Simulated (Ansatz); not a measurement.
## Ti2NF2 MXene bilayer (AA) in a perpendicular field

What dipole does a perpendicular field induce in the Ti2NF2 MXene bilayer (AA)? A positive field points along +c.

Main program and level: Ansatz 0.2.0; plane-wave DFT, PBE-D4, Ansatz PAW.

The raw output is cut from this account; settings, times and results stay.

### Step 1. Starting point

The cell holds 10 atoms: 4 F, 4 Ti and 2 N. Its edges and angles: a = 3.029 Å, b = 3.029 Å, c = 53.845 Å, α = 90.0°, β = 90.0°, γ = 120.0°. Regions: layer 1: Ti2NF2 MXene, 5 atoms (2 F, 2 Ti and 1 N); layer 2: Ti2NF2 MXene, 5 atoms (2 F, 2 Ti and 1 N). Vacuum lies along c.

### Step 2. Relaxing the slab

The starting cell is a guess, so the in-plane lattice and the atoms are relaxed first, with the slab cut off from its images along the normal.

input.yaml reads:

```yaml
crystal:
  lattice:
    - [3.02874, 0.0, 0.0]
    - [-1.51437, 2.6229657815, 0.0]
    - [0.0, 0.0, 53.8447725446]
  atoms:
    - { symbol: F, position: [0.3333333333, 0.6666666667, 0.3937243858] }
    - { symbol: Ti, position: [0.6666666667, 0.3333333333, 0.4121316142], spin: 1.0 }
    - { symbol: "N", position: [0.0, 0.0, 0.4343261571] }
    - { symbol: Ti, position: [0.3333333333, 0.6666666667, 0.4565206999], spin: 1.0 }
    - { symbol: F, position: [0.6666666667, 0.3333333333, 0.4749279283] }
    - { symbol: F, position: [0.3333333333, 0.6666666667, 0.5250720717] }
    - { symbol: Ti, position: [0.6666666667, 0.3333333333, 0.5434793001], spin: 1.0 }
    - { symbol: "N", position: [0.0, 0.0, 0.5656738429] }
    - { symbol: Ti, position: [0.3333333333, 0.6666666667, 0.5878683858], spin: 1.0 }
    - { symbol: F, position: [0.6666666667, 0.3333333333, 0.6062756142] }
  periodic: [true, true, false]
magnetization:
  spin_polarized: true
kpoints:
  mp_grid: { grid: [12, 12, 1] }
hamiltonian:
  xc: pbe
  dispersion: d4
scf:
  occupations: { method: fermi_dirac, width: 0.05 }
  convergence: { dr2_threshold: 1.0e-09 }
relax:
  f_tol: 0.004
  max_steps: 90
  cell: {}
output:
  write_potential: true
  write_density: true
  volumetric_format: npy
```

The run is started by

```
$ ansatz run input.yaml --threads 4 --pin off --max-ram 6144MiB --backend cpu --events-out ev --progress --plain --runs-dir out
```

Elapsed: 1.9 min, on 4 threads of Intel Xeon Platinum 8375C at 2.90GHz (Ice Lake), shared host; peak memory 1.5 GiB; 7.6 min of CPU time.

Step by step:

```
step  energy less that of the first step (eV)  largest force component (eV/Å)  volume (Å³)
   1                                   0.0000                          5.1959       427.76
   2                                  -1.9278                          1.1722       428.30
   3                                  -2.1141                          0.0619       423.70
   4                                  -2.1243                          0.0856       428.59
   5                                  -2.1243                          0.0224       429.91
   6                                  -2.1240                          0.0028       430.40
  7*                                  -2.1267                          0.0030       430.40
   8                                  -2.1264                          0.0008       430.72
  9*                                  -2.1267                          0.0008       430.72
```

Relaxation steps marked * repeat the geometry before them on a plane-wave basis chosen anew for their cell, so energy and pressure can jump there.

The run keeps the 12 symmetry operations that the program found, so distortions that break them were not tested.

```
cell as run  before  after  change
      a (Å)   3.029  3.039  +0.3 %
      b (Å)   3.029  3.039  +0.3 %
```

The atoms that moved most (Å, along periodic axes as changes of fractional coordinates times the final cell, across vacuum about the mean position):

```
atom     dx     dy      dz  length
  F5  0.000  0.000   0.130   0.130
  F6  0.000  0.000  -0.130   0.130
 Ti9  0.000  0.000  -0.129   0.129
 Ti2  0.000  0.000   0.129   0.129
  F1  0.000  0.000  -0.129   0.129
 F10  0.000  0.000   0.129   0.129
 Ti4  0.000  0.000  -0.123   0.123
 Ti7  0.000  0.000   0.123   0.123
```

Final coordinates:

```cif
data_structure
_symmetry_space_group_name_H-M 'P 1'
_symmetry_Int_Tables_number 1
_cell_length_a 3.0392
_cell_length_b 3.0392
_cell_length_c 53.8448
_cell_angle_alpha 90.000
_cell_angle_beta 90.000
_cell_angle_gamma 120.000
_cell_volume 430.72
loop_
_atom_site_label
_atom_site_type_symbol
_atom_site_fract_x
_atom_site_fract_y
_atom_site_fract_z
_atom_site_occupancy
F1 F 0.33333 0.66667 0.39133 1
Ti2 Ti 0.66667 0.33333 0.41454 1
N3 N 0.00000 0.00000 0.43439 1
Ti4 Ti 0.33333 0.66667 0.45425 1
F5 F 0.66667 0.33333 0.47735 1
F6 F 0.33333 0.66667 0.52265 1
Ti7 Ti 0.66667 0.33333 0.54575 1
N8 N 0.00000 0.00000 0.56561 1
Ti9 Ti 0.33333 0.66667 0.58546 1
F10 F 0.66667 0.33333 0.60867 1
```

Numbers from this step:

- energy at zero smearing: -14015.5073 eV

The lattice constant a goes from 3.029 to 3.039 Å.

### Step 3. Atoms held, field 0, start network

A sawtooth potential applies the field, turning back in the middle of the vacuum. With the dipole correction the typed value is the field outside the slab. The induced dipole is small, so the SCF threshold is tight.

The cell differs from the one that the last finished run ended in (c 53.845 → 29.703 Å).

input.yaml reads:

```yaml
crystal:
  lattice:
    - [3.0392103689, 0.0, 0.0]
    - [-1.5196051844, 2.6320333869, 0.0]
    - [0.0, 0.0, 29.7026766564]
  atoms:
    - { symbol: F, position: [0.3333333333, 0.6666666667, 0.3030029955] }
    - { symbol: Ti, position: [0.6666666667, 0.3333333333, 0.3450708425] }
    - { symbol: "N", position: [0.0, 0.0, 0.3810702237] }
    - { symbol: Ti, position: [0.3333333333, 0.6666666667, 0.417056541] }
    - { symbol: F, position: [0.6666666667, 0.3333333333, 0.4589374933] }
    - { symbol: F, position: [0.3333333333, 0.6666666667, 0.5410625067] }
    - { symbol: Ti, position: [0.6666666667, 0.3333333333, 0.582943459] }
    - { symbol: "N", position: [0.0, 0.0, 0.6189297763] }
    - { symbol: Ti, position: [0.3333333333, 0.6666666667, 0.6549291575] }
    - { symbol: F, position: [0.6666666667, 0.3333333333, 0.6969970045] }
kpoints:
  mp_grid: { grid: [18, 18, 1] }
  band_path:
    path: [[0, 0, 0], [0.5, 0, 0], [0.33333333, 0.33333333, 0], [0, 0, 0]]
    npoints: 16
hamiltonian:
  xc: pbe
  dispersion: d4
scf:
  occupations: { method: fermi_dirac, width: 0.05 }
  convergence: { dr2_threshold: 1.0e-10 }
efield:
  axis: 3
  dipole_correction: true
  ramp_position: 0.97
  ramp_width: 0.06
  amplitude: 0
output:
  dos: { projected: true, e_range: [-6, 5] }
  bader: true
  write_potential: true
  write_density: true
  volumetric_format: npy
  elf: true
```

It took 32 s on 4 threads; peak memory 0.98 GiB.

Numbers from this step:

| Quantity | Value |
| --- | --- |
| energy at zero smearing | -14015.5192 eV |
| work function, upper face | 4.429 eV |
| dipole along the normal | -4.74e-7 e·Å |

Running mean over a fixed 2.5 Å (it still follows the layers) of the planar mean; the ramp of the sawtooth is left out. Table of electron's electrostatic potential energy less the Fermi level by z:

```
z (Å)  electron's electrostatic potential energy less the Fermi level (eV)
  3.5                                                                 4.43
  4.0                                                                 4.43
  4.5                                                                 4.43
  5.0                                                                 4.43
  5.5                                                                 4.43
  6.0                                                                 4.43
  6.5                                                                 4.41
  7.0                                                                 4.31
  7.5                                                                 3.39
  8.0                                                                 1.25
  8.5                                                                -1.26
  9.0                                                                -4.52
  9.5                                                                -7.74
 10.0                                                                -10.0
 10.5                                                                -11.1
 11.0                                                                -11.8
 11.5                                                                -12.0
 12.0                                                                -11.3
 12.5                                                                -10.4
 13.0                                                                -8.53
 13.5                                                                -5.50
 14.0                                                                -2.21
 14.5                                                               -0.243
 15.0                                                               0.0203
 15.5                                                                -1.15
 16.0                                                                -4.12
 16.5                                                                -7.38
 17.0                                                                -9.84
 17.5                                                                -11.0
 18.0                                                                -11.7
 18.5                                                                -12.0
 19.0                                                                -11.4
 19.5                                                                -10.6
 20.0                                                                -8.84
 20.5                                                                -5.90
 21.0                                                                -2.50
 21.5                                                                0.280
 22.0                                                                 2.61
 22.5                                                                 4.12
 23.0                                                                 4.39
 23.5                                                                 4.42
 24.0                                                                 4.43
 24.5                                                                 4.43
 25.0                                                                 4.43
 25.5                                                                 4.43
 26.0                                                                 4.43
 26.5                                                                 4.43
```

The density of states has structure finer than the step of the table below, so its rows give means over 0.2 eV. Peaks (eV: height): -5.42: 34.0, -5.31: 29.2, -0.51: 8.09.

The density of states by energy, zero at the Fermi level; means over each step:

```
energy (eV)  density of states (states/eV a cell)
       -5.8                                  7.07
       -5.6                                  5.55
       -5.4                                  21.0
       -5.2                                  10.7
       -5.0                                  2.43
       -4.8                                     0
       -4.6                                     0
       -4.4                                     0
       -4.2                                     0
       -4.0                                     0
       -3.8                                     0
       -3.6                                     0
       -3.4                                     0
       -3.2                                     0
       -3.0                                     0
       -2.8                                     0
       -2.6                                     0
       -2.4                                0.0803
       -2.2                                  1.72
       -2.0                                  2.00
       -1.8                                  2.14
       -1.6                                  2.36
       -1.4                                  2.67
       -1.2                                  3.67
       -1.0                                  2.60
       -0.8                                  1.60
       -0.6                                  3.04
       -0.4                                  4.18
       -0.2                                  2.65
        0.0                                  3.28
        0.2                                  3.97
        0.4                                  3.37
        0.6                                  3.51
        0.8                                  3.52
        1.0                                  4.37
```

Projected DOS per atom over height of the atomic layer and energy from the Fermi level. Layers: F Ti N Ti F F Ti N Ti F from below.

Ten even steps from '_' (0.00 states/eV) to '@' (3.41 states/eV), each cell a mean:
```
__::__::____::__::__
__::__::____::__::__
__::__::____::__::__
__::__::____::__::__
__::__::____::__::__
__..__..____..__..__
__..__..____..__..__
__::__::____::__::__
__..__..____..__..__
__..__..____..__..__
____________________
____________________
____________________
____________________
____________________
____________________
____________________
____________________
____________________
::..@@..::::..@@..::
....%%..____..%%....
....++........++....
```
Columns: height of the atomic layer (Å) from 9 to 20.7 (not evenly spaced); rows upwards: energy from the Fermi level (eV) from -5.96 to 1.06.

The electronic bands at the labelled points (eV, zero at the Fermi level):

```
  point  band 39  band 40  band 41  band 42  band 43  band 44  band 45  band 46
      Γ    -4.91    -4.91    -0.67    -0.67    -0.66    -0.66     0.06     0.08
halfway    -5.24    -5.23    -1.59    -1.57     0.23     0.23     0.34     0.36
      M    -5.28    -5.27    -2.34    -2.30     1.23     1.24     1.28     1.28
halfway    -5.39    -5.36    -1.54    -1.51     0.69     0.69     0.91     0.94
      K    -5.42    -5.42    -0.09    -0.08     0.03     0.03     0.07     0.07
halfway    -5.32    -5.29    -1.12    -1.10    -0.64    -0.64     1.05     1.05
      Γ    -4.91    -4.91    -0.67    -0.67    -0.66    -0.66     0.06     0.08
```

Electrostatic potential energy in the ca plane at fractional y = 0.333, with atoms of Ti and F within 0.2 Å of it. With pseudopotentials it is smooth inside the atoms' cores, unlike the true potential.

Values in eV, 5 rows by 16 columns, each cell a mean:
```
  8   8   8   8   8   7   0 -24  -9   0  -6  -4   7   0 -24  -9
  8   8   8   8   8   7  -5 -34 -17   2 -19 -20   7  -4 -34 -17
  8   8   8   8   8   7   0 -24  -9   0  -7  -5   7   0 -25  -9
  8   8   8   8   8   7   4  -2   0  -8  -3   6   7   3  -2   0
  8   8   8   8   8   7   4  -1   0  -7  -3   6   7   4  -1   0
```
Columns run along c (16.0 Å, from fractional 0.09 to 0.63 of the cell; values clipped at the 3rd and 97th percentile), rows up along a (3.0 Å). Atoms in or near the plane, at fractional coordinates: Ti at (0.35, 0.67), F at (0.46, 0.67), Ti at (0.58, 0.67).

ELF in the ca plane at fractional y = 0.333, with atoms of Ti and F within 0.2 Å of it. It is the smooth field of the valence electrons, not physical close to the nuclei.

Ten even steps from '0' (0.00) to '9' (0.82), each cell a mean:
```
45423321158872001112552243103798620000000000
75641221499996100026656222127999851000000000
50461221596797100037217312128869952000000000
76641221489995000016666222117999841000000000
34323321147862002212442242112687520000000000
11256422111210025641114652221122100000000000
12477423210000036752136862231000000000000000
01256421112310014531113652110133100000000000
```
Columns run along c (16.0 Å, from fractional 0.33 to 0.87 of the cell), rows up along a (3.0 Å). Atoms in or near the plane, at fractional coordinates: Ti at (0.35, 0.67), F at (0.46, 0.67), Ti at (0.58, 0.67), F at (0.70, 0.67).

Valence density in the ca plane at fractional y = 0.333, with atoms of Ti and F within 0.2 Å of it. It is the smooth field of the valence electrons, not physical close to the nuclei.

Values in units of 1e0 e/Å³, 5 rows by 16 columns, each cell a mean:
```
0.0 0.0 0.0 0.0 0.0 0.0 0.0 0.1 2.5 1.1 0.2 0.8 1.6 0.1 0.1 2.2
0.0 0.0 0.0 0.0 0.0 0.0 0.0 0.2 6.8 2.9 0.2 2.6 6.4 0.1 0.1 6.0
0.0 0.0 0.0 0.0 0.0 0.0 0.0 0.1 2.6 1.1 0.2 0.9 1.7 0.1 0.1 2.3
0.0 0.0 0.0 0.0 0.0 0.0 0.0 0.3 0.3 0.5 0.5 0.3 0.1 0.0 0.3 0.3
0.0 0.0 0.0 0.0 0.0 0.0 0.0 0.3 0.2 0.5 0.5 0.3 0.1 0.0 0.3 0.2
```
Columns run along c (16.0 Å, from fractional 0.05 to 0.59 of the cell), rows up along a (3.0 Å). Atoms in or near the plane, at fractional coordinates: Ti at (0.35, 0.67), F at (0.46, 0.67), Ti at (0.58, 0.67).

The work function of the upper face is 4.43 eV.

### Step 4. Atoms held, field 0.05 V/Å

Edit input.yaml of step 3 so:

```diff
@@ -32,6 +32,4 @@
   ramp_width: 0.06
-  amplitude: 0
+  amplitude: 0.05
 output:
-  dos: { projected: true, e_range: [-6, 5] }
-  bader: true
   write_potential: true
@@ -39,2 +37 @@
   volumetric_format: npy
-  elf: true
```

Elapsed: 19 s, on 4 threads; peak memory 0.92 GiB; 73 s of CPU time.

The dipole is 0.0264 e·Å.

### Step 5. Atoms held, field -0.05 V/Å

Edit input.yaml of step 4 so:

```diff
@@ -32,3 +32,3 @@
   ramp_width: 0.06
-  amplitude: 0.05
+  amplitude: -0.05
 output:
```

Wall time 19 s (4 threads); peak memory 0.92 GiB.

The dipole is -0.0264 e·Å.

### Step 6. Single point, field 0.1 V/Å

Edit input.yaml of step 5 so:

```diff
@@ -30,5 +30,5 @@
   dipole_correction: true
-  ramp_position: 0.97
-  ramp_width: 0.06
-  amplitude: -0.05
+  ramp_position: 0.9418
+  ramp_width: 0.1165
+  amplitude: 0.1
 output:
```

Run time: 19 s. Hardware: 4 threads; peak memory 0.92 GiB.

The dipole is 0.0528 e·Å.

### Step 7. Single point, field 0.2 V/Å

Edit input.yaml of step 6 so:

```diff
@@ -32,3 +32,3 @@
   ramp_width: 0.1165
-  amplitude: 0.1
+  amplitude: 0.2
 output:
```

Run time: 19 s. Hardware: 4 threads; peak memory 0.92 GiB; 75 s of CPU time.

The dipole is 0.106 e·Å.

### Step 8. Atoms held, field 0.3 V/Å

Edit input.yaml of step 7 so:

```diff
@@ -30,6 +30,8 @@
   dipole_correction: true
-  ramp_position: 0.9418
-  ramp_width: 0.1165
-  amplitude: 0.2
+  ramp_position: 0.9393
+  ramp_width: 0.1213
+  amplitude: 0.3
 output:
+  dos: { projected: true, e_range: [-6, 5] }
+  bader: true
   write_potential: true
@@ -37 +39,2 @@
   volumetric_format: npy
+  elf: true
```

Wall time 35 s (4 threads); peak memory 0.97 GiB.

The dipole is 0.158 e·Å.

[end of part 1 of 2]

[Long decimals in the printed logs are rounded to 6 places.]

[Logs are printed without paths, hosts, clocks, repeated set-up lines and the standing remarks that a program may print on its own settings, such as how far it seeks lower states.]

[Hosts, paths, dates, database ids (printed as entryN), source tags and the programs' standing remarks are cut or masked in the printed files.]

[Maps of the electrostatic potential energy from Ansatz leave out the sawtooth potential of an applied field or a dipole correction, so their vacuum need not be flat; planar profiles and work functions include it.]
